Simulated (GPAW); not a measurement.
Consider SiO2 (I-42d).

```
Si O
1.0
    -2.37405    2.37405    3.74400
     2.37405   -2.37405    3.74400
     2.37405    2.37405   -3.74400
Si O
2 4
Direct
  0.75000 0.25000 0.50000
  0.00000 0.00000 0.00000
  0.87500 0.00162 0.62662
  0.75162 0.12500 0.12662
  0.37500 0.24838 0.37338
  0.99838 0.62500 0.87338
```

Absorber: atom 3, with 2 Si at 1.62 Å (bent, 138°, site symmetry 2). Method: GPAW, LDA, full core hole (charged cell), 12-atom cell with 5.0 Å between holes, 5×5×4 k points, dipole transitions, Gaussian full width 0.9 eV up to 4 eV, rising linearly to 3.5 eV at 25 eV.

**Question.** What does the O K edge look like?

Main maxima up to 24 eV above the zero (height): 3.7 eV (3.03), 8.0 eV (1.14) and 22.7 eV (0.85). A K edge sees empty p states on the absorber. The total-energy difference plus the lowest empty eigenvalue puts the zero at 537.73 eV. One term is added: -8.83 eV, since the hole is spin-paired here and a spin-polarised one costs that much less in the free atom (computed apart). The photon energy is then 528.90 eV. The functional and the charged cell's background leave an error in such absolute values: in the free atom LDA prices this hole 4.1 eV below PBE (computed apart), and PBE is itself good to a few eV.

The O K spectrum (energy from the lowest empty level; intensity scaled to a mean of 1 over the first 20 eV; polarised curves are means over the symmetry-equivalent atoms):

| E (eV) | isotropic | ε ⊥ c | ε ∥ c |
| --- | --- | --- | --- |
| -2.0 | 0.00 | 0.00 | 0.00 |
| -1.5 | 0.00 | 0.00 | 0.00 |
| -1.0 | 0.00 | 0.00 | 0.00 |
| -0.5 | 0.00 | 0.00 | 0.00 |
| 0.0 | 0.03 | 0.04 | 0.01 |
| 0.5 | 0.14 | 0.18 | 0.07 |
| 1.0 | 0.33 | 0.40 | 0.19 |
| 1.5 | 0.51 | 0.60 | 0.33 |
| 2.0 | 0.77 | 0.88 | 0.55 |
| 2.5 | 1.81 | 1.90 | 1.63 |
| 3.0 | 2.89 | 2.79 | 3.10 |
| 3.5 | 3.03 | 2.78 | 3.53 |
| 4.0 | 3.01 | 2.76 | 3.50 |
| 4.5 | 2.78 | 2.59 | 3.14 |
| 5.0 | 2.23 | 2.14 | 2.40 |
| 5.5 | 1.65 | 1.65 | 1.66 |
| 6.0 | 1.25 | 1.30 | 1.16 |
| 6.5 | 1.01 | 1.04 | 0.93 |
| 7.0 | 0.94 | 0.99 | 0.84 |
| 7.5 | 1.05 | 1.17 | 0.81 |
| 8.0 | 1.14 | 1.31 | 0.81 |
| 8.5 | 1.05 | 1.18 | 0.78 |
| 9.0 | 0.86 | 0.92 | 0.76 |
| 9.5 | 0.75 | 0.71 | 0.84 |
| 10.0 | 0.70 | 0.58 | 0.96 |
| 10.5 | 0.66 | 0.51 | 0.98 |
| 11.0 | 0.60 | 0.47 | 0.87 |
| 11.5 | 0.54 | 0.46 | 0.70 |
| 12.0 | 0.51 | 0.48 | 0.57 |
| 12.5 | 0.51 | 0.52 | 0.50 |
| 13.0 | 0.53 | 0.56 | 0.47 |
| 13.5 | 0.56 | 0.61 | 0.46 |
| 14.0 | 0.59 | 0.65 | 0.47 |
| 14.5 | 0.61 | 0.68 | 0.48 |
| 15.0 | 0.62 | 0.68 | 0.50 |
| 15.5 | 0.62 | 0.67 | 0.52 |
| 16.0 | 0.63 | 0.67 | 0.55 |
| 16.5 | 0.63 | 0.66 | 0.57 |
| 17.0 | 0.62 | 0.65 | 0.58 |
| 17.5 | 0.62 | 0.64 | 0.58 |
| 18.0 | 0.63 | 0.65 | 0.59 |
| 18.5 | 0.66 | 0.68 | 0.61 |
| 19.0 | 0.69 | 0.72 | 0.65 |
| 19.5 | 0.73 | 0.75 | 0.69 |
| 20.0 | 0.77 | 0.78 | 0.74 |
| 20.5 | 0.80 | 0.80 | 0.79 |
| 21.0 | 0.82 | 0.81 | 0.83 |
| 21.5 | 0.84 | 0.82 | 0.87 |
| 22.0 | 0.85 | 0.81 | 0.91 |
| 22.5 | 0.85 | 0.80 | 0.95 |
| 23.0 | 0.85 | 0.79 | 0.97 |
| 23.5 | 0.84 | 0.78 | 0.97 |
| 24.0 | 0.83 | 0.77 | 0.95 |
| 24.5 | 0.81 | 0.76 | 0.91 |
| 25.0 | 0.80 | 0.76 | 0.87 |
| 25.5 | 0.79 | 0.77 | 0.82 |
| 26.0 | 0.78 | 0.79 | 0.78 |
| 26.5 | 0.79 | 0.81 | 0.75 |
| 27.0 | 0.79 | 0.83 | 0.73 |
| 27.5 | 0.80 | 0.85 | 0.72 |
| 28.0 | 0.81 | 0.86 | 0.72 |
| 28.5 | 0.81 | 0.85 | 0.73 |
| 29.0 | 0.81 | 0.84 | 0.74 |
| 29.5 | 0.81 | 0.83 | 0.77 |
| 30.0 | 0.81 | 0.81 | 0.80 |
| 30.5 | 0.81 | 0.80 | 0.84 |
| 31.0 | 0.82 | 0.80 | 0.87 |

The holes are only 5.0 Å apart, so the shape is probably not converged with cell size; no larger cell was run here. The mesh is coarse (0.25 Å⁻¹ between points), so small maxima may be mesh ripples. The structure is a published determination, not relaxed.

[Banner, clock and machine lines of the logs are left out without a mark of their own.]

[Logs are printed without paths, hosts, clocks, repeated set-up lines and the standing remarks that a program may print on its own settings, such as how far it seeks lower states.]

[Hosts, paths, dates, database ids (printed as entryN), source tags and the programs' standing remarks are cut or masked in the printed files.]

[Lists of maxima count a maximum above −3 eV only where it reaches 4 % of the highest in the window and stands out from its surroundings by 2 % of it (1.5 % where it reaches 55 %); shoulders and weaker maxima are passed over, and of the rest the first, up to two pre-edge ones and the few strongest are named.]
